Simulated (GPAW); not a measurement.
Consider Si2W (I4/mmm).

```xyz
3
Lattice="-1.6069 1.6069 3.9150 1.6069 -1.6069 3.9150 1.6069 1.6069 -3.9150" Properties=species:S:1:pos:R:3 pbc="T T T"
W     0.0000    0.0000    0.0000
Si    0.0000    0.0000    5.2092
Si    0.0000    0.0000    2.6207
```

Absorber: atom 2, with 1 Si at 2.59 Å, 5 W at 2.62 Å, 4 Si at 2.63 Å and 4 Si at 3.21 Å (14-fold, site symmetry 4mm). Method: GPAW, RPBE, excited-electron core hole (neutral cell), 15-atom cell with 6.4 Å between holes, 7×7×7 k points, dipole transitions, Gaussian full width 0.9 eV up to 4 eV, rising linearly to 3.5 eV at 25 eV, without spin-orbit coupling.

Question: What does the Si K edge look like?

Main maxima up to 24 eV above the zero (height): 1.8 eV (1.35), 3.9 eV (1.71), 6.1 eV (1.53) and 18.9 eV (0.76). A K edge sees empty p states on the absorber. The total-energy difference is 1852.76 eV. One term is added: -14.97 eV, since the hole is spin-paired here and a spin-polarised one costs that much less in the free atom (computed apart). The photon energy is then 1837.79 eV. The tabulated edge of the element is 1839 eV. The functional leaves an error of a few eV in such absolute values.

The Si K spectrum (energy from the lowest empty level; intensity scaled to a mean of 1 over the first 20 eV; polarised curves are means over the symmetry-equivalent atoms):

```
E (eV)  isotropic  ε ⊥ c  ε ∥ c
  -2.0       0.00   0.00   0.00
  -1.0       0.00   0.00   0.00
   0.0       0.34   0.42   0.19
   1.0       1.05   1.29   0.57
   2.0       1.35   1.40   1.24
   3.0       1.29   1.21   1.47
   4.0       1.70   1.62   1.86
   5.0       1.40   1.40   1.41
   6.0       1.53   1.45   1.69
   7.0       1.41   1.22   1.79
   8.0       1.23   1.11   1.45
   9.0       1.23   1.25   1.21
  10.0       1.04   1.09   0.94
  11.0       0.82   0.84   0.79
  12.0       0.75   0.73   0.78
  13.0       0.70   0.69   0.71
  14.0       0.59   0.58   0.61
  15.0       0.52   0.50   0.55
  16.0       0.57   0.54   0.64
  17.0       0.68   0.61   0.81
  18.0       0.74   0.70   0.83
  19.0       0.76   0.77   0.74
  20.0       0.75   0.80   0.65
  21.0       0.72   0.79   0.58
  22.0       0.66   0.74   0.51
  23.0       0.60   0.68   0.45
  24.0       0.57   0.64   0.43
  25.0       0.59   0.65   0.45
  26.0       0.63   0.69   0.51
  27.0       0.69   0.72   0.61
  28.0       0.73   0.74   0.72
  29.0       0.76   0.73   0.81
  30.0       0.77   0.72   0.88
  31.0       0.77   0.72   0.89
```

The holes are only 6.4 Å apart, so the shape is probably not converged with cell size; no larger cell was run here. The structure is a published determination, not relaxed.

[Banner, clock and machine lines of the logs are left out without a mark of their own.]

[Logs are printed without paths, hosts, clocks, repeated set-up lines and the standing remarks that a program may print on its own settings, such as how far it seeks lower states.]

[Hosts, paths, dates, database ids (printed as entryN), source tags and the programs' standing remarks are cut or masked in the printed files.]

[Lists of maxima count a maximum above −3 eV only where it reaches 4 % of the highest in the window and stands out from its surroundings by 2 % of it (1.5 % where it reaches 55 %); shoulders and weaker maxima are passed over, and of the rest the first, up to two pre-edge ones and the few strongest are named.]
